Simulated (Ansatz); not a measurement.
# 3-layer 1T-HfS2 (AA) in a perpendicular field, part 3 of 3

Aim: how the 3-layer 1T-HfS2 (AA) screens a field along its normal, and what the field does to its bands. A positive field points along +c.

Ansatz 0.2.0; plane-wave DFT, PBE-D3(BJ), Ansatz PAW.

So far, gap along the path (eV): step 3 (atoms held, field 0, start network) 1.09; step 7 (field -0.1 V/Å) 0.969; step 8 (field 0.2 V/Å) 0.779; step 9 (field -0.2 V/Å) 0.779; step 10 (field 0.3 V/Å) 0.582.

## Step 11: Atoms held, field -0.3 V/Å

input.yaml reads:

```yaml
crystal:
  lattice:
    - [3.6098041644, 0.0, 0.0]
    - [-1.8049020822, 3.126182109, 0.0]
    - [0.0, 0.0, 32.4735396022]
  atoms:
    - { symbol: S, position: [0.6666666667, 0.3333333333, 0.277148722] }
    - { symbol: Hf, position: [0.0, 0.0, 0.3220718113] }
    - { symbol: S, position: [0.3333333333, 0.6666666667, 0.3668940524] }
    - { symbol: S, position: [0.6666666667, 0.3333333333, 0.4551964987] }
    - { symbol: Hf, position: [0.0, 0.0, 0.5] }
    - { symbol: S, position: [0.3333333333, 0.6666666667, 0.5448035013] }
    - { symbol: S, position: [0.6666666667, 0.3333333333, 0.6331059476] }
    - { symbol: Hf, position: [0.0, 0.0, 0.6779281887] }
    - { symbol: S, position: [0.3333333333, 0.6666666667, 0.722851278] }
kpoints:
  mp_grid: { grid: [18, 18, 1] }
  band_path:
    path: [[0, 0, 0], [0.5, 0, 0], [0.33333333, 0.33333333, 0], [0, 0, 0]]
    npoints: 16
hamiltonian:
  xc: pbe
  dispersion: d3bj
scf:
  occupations: { method: fermi_dirac, width: 0.02585 }
  convergence: { dr2_threshold: 1.0e-10 }
efield:
  axis: 3
  dipole_correction: true
  ramp_position: 0.9593
  ramp_width: 0.0814
  amplitude: -0.3
output:
  write_potential: true
  write_density: true
  volumetric_format: npy
```

Command:

```bash
> ansatz run input.yaml --threads 4 --pin off --max-ram 8192MiB --backend cpu --events-out ev --progress --plain --runs-dir out
```

Numbers of over 12 decimals in the logs are rounded to 6 here.

Log:

```text
[...]
Crystal: 9 atoms, lattice volume = 366.461 Å³
Basis set: ecut = 420 eV, 7069 PW (Γ)
Bands: 69, of which v1, the nominal top of the filled ones, is band 57 counted from 1 (56 counted from 0)
Symmetry: 6 space group operations
k-points: 37 of 324 (time reversal used)
[...]
k-point 0: bands = [... 53 lower, 1.9954, 1.9954, 2.3412, 2.3412, 3.7978, 3.7978, 4.0863, 4.0863, ... 8 higher]
  k-point 1: bands = [... 53 lower, 1.8983, 1.9939, 2.1149, 2.2443, 3.8233, 3.9190, 4.1124, 4.2072, ... 8 higher]
  k-point 2: bands = [... 53 lower, 1.5501, 1.6697, 2.0162, 2.0727, 3.7859, 4.0761, 4.2156, 4.3956, ... 8 higher]
  k-point 36: bands = [... 53 lower, 0.1769, 0.4114, 0.5034, 0.5731, 4.5625, 4.8567, 5.1898, 5.2926, ... 8 higher]
[key lines of the parts left out:]
SCF converged after 17 iterations
Free energy (F): -52593.238067 eV
Fermi energy:    2.619310 eV
Dipole field:    D = -0.131772 V/Å  (p = -0.266863 e·Å, saw-weighted, corrected)
```

Wall time 1.9 min (4 threads of Arm Neoverse N1, shared host); peak memory 1.4 GiB.

The dipole is -0.267 e·Å, and the gap 0.582 eV.

## Step 12: Single point, field 0.4 V/Å

input.yaml: that of step 11 with these lines changed.

```diff
@@ -29,5 +29,5 @@
   dipole_correction: true
-  ramp_position: 0.9593
-  ramp_width: 0.0814
-  amplitude: -0.3
+  ramp_position: 0.9307
+  ramp_width: 0.1386
+  amplitude: 0.4
 output:
```

Log:

```text
[...]
Crystal: 9 atoms, lattice volume = 366.461 Å³
Basis set: ecut = 420 eV, 7069 PW (Γ)
Bands: 69, of which v1, the nominal top of the filled ones, is band 57 counted from 1 (56 counted from 0)
Symmetry: 6 space group operations
k-points: 37 of 324 (time reversal used)
[...]
k-point 0: bands = [... 53 lower, 1.9927, 2.0231, 2.4387, 2.4387, 3.6965, 3.6965, 4.0845, 4.0845, ... 8 higher]
  k-point 1: bands = [... 53 lower, 1.8955, 2.0442, 2.2046, 2.3415, 3.7220, 3.8177, 4.1105, 4.2054, ... 8 higher]
  k-point 2: bands = [... 53 lower, 1.6210, 1.6668, 2.1130, 2.1246, 3.6845, 4.0741, 4.1142, 4.4933, ... 8 higher]
  k-point 36: bands = [... 53 lower, 0.1761, 0.4888, 0.6082, 0.6572, 4.4636, 4.8543, 5.2002, 5.2269, ... 8 higher]
[key lines of the parts left out:]
SCF converged after 16 iterations
Free energy (F): -52593.269210 eV
Fermi energy:    2.617993 eV
Dipole field:    D = 0.175805 V/Å  (p = 0.356039 e·Å, saw-weighted, corrected)
```

Wall time 1.8 min (4 threads); peak memory 1.4 GiB; 7.2 min of CPU time.

The dipole is 0.356 e·Å, and the gap 0.384 eV.

## Step 13: Single point, field -0.4 V/Å

input.yaml: that of step 12 with these lines changed.

```diff
@@ -31,3 +31,3 @@
   ramp_width: 0.1386
-  amplitude: 0.4
+  amplitude: -0.4
 output:
```

Log:

```text
[...]
Crystal: 9 atoms, lattice volume = 366.461 Å³
Basis set: ecut = 420 eV, 7069 PW (Γ)
Bands: 69, of which v1, the nominal top of the filled ones, is band 57 counted from 1 (56 counted from 0)
Symmetry: 6 space group operations
k-points: 37 of 324 (time reversal used)
[...]
k-point 0: bands = [... 53 lower, 1.9927, 2.0231, 2.4387, 2.4387, 3.6965, 3.6965, 4.0845, 4.0845, ... 8 higher]
  k-point 1: bands = [... 53 lower, 1.8955, 2.0442, 2.2046, 2.3415, 3.7220, 3.8177, 4.1105, 4.2054, ... 8 higher]
  k-point 2: bands = [... 53 lower, 1.6210, 1.6668, 2.1130, 2.1247, 3.6845, 4.0741, 4.1142, 4.4933, ... 8 higher]
  k-point 36: bands = [... 53 lower, 0.1761, 0.4888, 0.6082, 0.6572, 4.4636, 4.8543, 5.2002, 5.2269, ... 8 higher]
[key lines of the parts left out:]
SCF converged after 16 iterations
Free energy (F): -52593.269210 eV
Fermi energy:    2.617993 eV
Dipole field:    D = -0.175806 V/Å  (p = -0.356040 e·Å, saw-weighted, corrected)
```

Elapsed: 1.9 min, on 4 threads; peak memory 1.4 GiB; 7.3 min of CPU time.

The dipole is -0.356 e·Å, and the gap 0.384 eV.

## Step 14: Response, atoms held

This step: plane-wave DFT, PBE-D3(BJ), Ansatz PAW; response to a field along the normal, atoms held (Ansatz 0.2.0).

The dipoles give the slope, and the difference of two potentials shows where the field is screened.

This step gave:

```yaml
equivalent_conductor_thickness_p_eps_0ae: 14.25 Å
distance_between_the_outer_atoms: 14.47 Å
```

Dipole of the cell against applied field:

```tsv
applied field (V/Å)	dipole of the cell (e·Å)
-0.400	-0.356
-0.300	-0.267
-0.200	-0.178
-0.100	-0.0889
-0.050	-0.0444
0.000	-7.4e-6
0.050	0.0444
0.100	0.0889
0.200	0.178
0.300	0.267
0.400	0.356
```

Local field over the applied field, running mean. From the potentials at -0.05 and 0.05 V/Å; running mean over 2.8 Å. Local field over applied field against z:

```tsv
z (Å)	local field over applied field
5	0.997
6	0.972
7	0.823
8	0.514
9	0.217
10	0.0733
11	0.0735
12	0.187
13	0.294
14	0.276
15	0.141
16	0.0588
17	0.0857
18	0.219
19	0.299
20	0.252
21	0.114
22	0.0620
23	0.124
24	0.362
25	0.684
26	0.928
27	0.991
28	0.999
```

The induced electron density oscillates, so the rows of the table below give means over windows of 2.89 Å about each position, cut where the curve ends. Its maxima inside the range that stand out by 2 % of the span (Å: e/Å³ per V/Å): 8.1: 0.00379, 11.0: 5.7e-4, 14.0: 0.00265, 16.7: 5.3e-4, 19.8: 0.00265, 22.5: 6.1e-4. Its minima: 10.0: -6.1e-4, 12.7: -0.00265, 15.7: -5.3e-4, 18.5: -0.00265, 21.5: -5.7e-4, 24.4: -0.00379.

Electrons, planar mean, per unit field. Table of induced electron density by z; means over each step:

z (Å), induced electron density (e/Å³ per V/Å) and a bar from the least value:
```
     5.49    0.00012 #############
     8.38    0.00170 ##############################
    11.27   -0.00054 ######
    14.16    0.00055 ##################
    17.05   -0.00055 ######
    19.94    0.00054 ##################
    22.83   -0.00067 #####
    25.72   -0.00115
```

The smaller of the gaps on the path and on the k-mesh, counted as 0 under 0.03 eV. Gap against applied field:

```tsv
applied field (V/Å)	gap (eV)
-0.400	0.384
-0.300	0.582
-0.200	0.779
-0.100	0.969
-0.050	1.05
0.000	1.09
0.050	1.05
0.100	0.969
0.200	0.779
0.300	0.582
0.400	0.384
```

By hand: between -0.05 and 0.05 V/Å the dipole changes by 0.08889 e·Å, a slope of 0.8889 e·Å²/V. A perfect conductor of thickness t has p = ε₀AEt, so t = 180.95 × 0.8889 / 11.285 = 14.25 Å (e/ε₀ = 180.95 V·Å, A in Å²).

The induced dipole is that of a conductor 14.25 Å thick.

## Step 15: Results

| Property | Result |
| --- | --- |
| gap without field | 1.09 eV |
| ionisation energy, upper face | 6.31 eV |
| electron affinity, upper face | 5.22 eV |
| equivalent conductor thickness, atoms held | 14.3 Å |

**Reading.** The induced dipole equals that of a perfect conductor 14.25 Å thick, while the outer atoms lie 14.47 Å apart; an out-of-plane ε follows only once a thickness t is chosen, by 1 − 1/ε = 14.25 Å / t. The gap goes from 1.09 eV to 0.38 eV at -0.4 V/Å. With the field reversed the gap is 0.38 eV at 0.4 V/Å. Semilocal functionals give gaps that are too small, and excitons are not included. Spin-orbit coupling is left out, which matters for the bands of elements this heavy.

[Logs are printed without paths, hosts, clocks, repeated set-up lines and the standing remarks that a program may print on its own settings, such as how far it seeks lower states.]

[Hosts, paths, dates, database ids (printed as entryN), source tags and the programs' standing remarks are cut or masked in the printed files.]

[Maps of the electrostatic potential energy from Ansatz leave out the sawtooth potential of an applied field or a dipole correction, so their vacuum need not be flat; planar profiles and work functions include it.]
